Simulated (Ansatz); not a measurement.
Na2CaMgP2O8 (P-3m1), computed twice by G0W0.

Symmetry: P-3m1, No. 164, trigonal system. Conventional cell: a = 5.309 Å, b = 5.309 Å, c = 7.237 Å, α = 90.00°, β = 90.00°, γ = 120.00°. Nearest to Na lie 7 O at 2.06 to 2.66 Å. Nearest to Ca lie 6 O at 2.30 Å. Mg has 6 O at 2.54 Å nearest. P has 4 O at 1.50 to 1.56 Å nearest. O has 1 P at 1.50 Å and 1 Na at 2.06 Å nearest. Nearest to O lie 1 P at 1.56 Å and 1 Ca at 2.30 Å and 1 Mg at 2.54 Å and 2 Na at 2.66 Å. Farther neighbours and most contacts between anions are not listed.

```
Na Ca Mg P O
1.0
     5.30900    0.00000    0.00000
    -2.65450    4.59773    0.00000
     0.00000    0.00000    7.23700
Na Ca Mg P O
2 1 1 2 8
Direct
  0.33333 0.66667 0.70430
  0.66667 0.33333 0.29570
  0.00000 0.00000 0.50000
  0.00000 0.00000 0.00000
  0.33333 0.66667 0.19708
  0.66667 0.33333 0.80292
  0.33333 0.66667 0.98933
  0.66667 0.33333 0.01067
  0.17440 0.82560 0.27166
  0.17440 0.34879 0.27166
  0.65121 0.82560 0.27166
  0.82560 0.17440 0.72834
  0.34879 0.17440 0.72834
  0.82560 0.65121 0.72834
```

Geometry: measured cell, ions relaxed with LDA. The runs that relaxed it are not among those shown. PAW set soft_2, made with PBE.

The first (Ansatz 0.2.0; start LDA, 6×6×2 mesh, 377 empty bands, screening to 96 eV; 1 × NVIDIA H100 80GB HBM3 (shared by 6 runs) with 3 threads of AMD EPYC 7R13 (Zen 3), shared host) gave, on its mesh: starting gap 3.03 eV, G0W0 gap 5.35 eV, RPA ε∞ (mean) 2.73, 56 s.

Question: The second changes start from LDA to r2SCAN. What does it give?

It gave: starting gap 3.90 eV, G0W0 gap 5.71 eV, RPA ε∞ (mean) 2.45, 56 s. The G0W0 gap moves by +0.35 eV, +0.88 eV from the start and −0.52 eV from the correction. Σc changes by −0.23 eV at the valence top and +0.22 eV at the conduction bottom, and Σx − Vxc between them by −0.96 eV.

Limits: not at the basis limit; coarse k mesh.

[Paths, hosts, dates, memory and timing lines, banners, echoed tables and standing remarks are left out of the program output.]

[Logs are printed without paths, hosts, clocks, repeated set-up lines and the standing remarks that a program may print on its own settings, such as how far it seeks lower states.]

[Runs of the session that timed out or met a known fault of the program may be left out.]

[Cells called generated may have been cut or substituted from an entry of the Crystallography Open Database or the Materials Project.]

[Hosts, paths, dates, database ids (printed as entryN), source tags and the programs' standing remarks are cut or masked in the printed files.]
